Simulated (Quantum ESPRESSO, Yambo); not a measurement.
Four G0W0 runs on GaN (F-43m).

It takes space group F-43m (No. 216, cubic). Conventional cell: a = 4.507 Å, b = 4.507 Å, c = 4.507 Å, α = 90.00°, β = 90.00°, γ = 90.00°. Nearest to Ga lie 4 N at 1.95 Å. N has 4 Ga at 1.95 Å nearest. Farther neighbours, and contacts between anions beyond the nearest, are not listed.

```xyz
2
Lattice="0.0000 2.2535 2.2535 2.2535 0.0000 2.2535 2.2535 2.2535 0.0000" Properties=species:S:1:pos:R:3 pbc="T T T"
Ga    0.0000    0.0000    0.0000
N     3.3803    3.3803    3.3803
```

The cell and positions are those that the Materials Project relaxed with its own functionals (PBE, PBE+U or r2SCAN), kept fixed. This is not the form that GaN usually takes at ambient conditions.

Program: Yambo 5.3.0; PBE start, 4×4×4 mesh, Godby-Needs plasmon pole.

| bands | screening cutoff (eV) | gap on the mesh (eV) |
| --- | --- | --- |
| 81 | 210.9 | 2.541 |
| 283 | 210.9 | 2.600 |
| 81 | 353.7 | 2.540 |

**Question.** If the two steps added up, what gap would 283 bands at 353.7 eV give? Do they add up?

From the first row, the second adds +0.059 eV and the third −0.001 eV, so the sum predicts 2.541 +0.059 −0.001 = 2.599 eV. The run gave 2.602 eV, +0.003 eV from that. The steps nearly add up here.

Limits: short of the basis limit; no spin-orbit coupling; coarse k mesh.

[Long decimals in the printed logs are rounded to 6 places.]

[Logs are printed without paths, hosts, clocks, repeated set-up lines and the standing remarks that a program may print on its own settings, such as how far it seeks lower states.]

[Paths, hosts, dates, memory and timing lines, banners, echoed tables and standing remarks are left out of the program output; an Ansatz launch command may be rebuilt from the run's recorded settings. Measured values are a selection of at most five: reports struck by readers or far from the other reports are left out. None is set beside runs whose start may be inverted or whose files or cutoffs have a known fault.]

[Runs of the session that timed out or met a known fault of the program may be left out.]

[Hosts, paths, dates, database ids (printed as entryN), source tags and the programs' standing remarks are cut or masked in the printed files.]
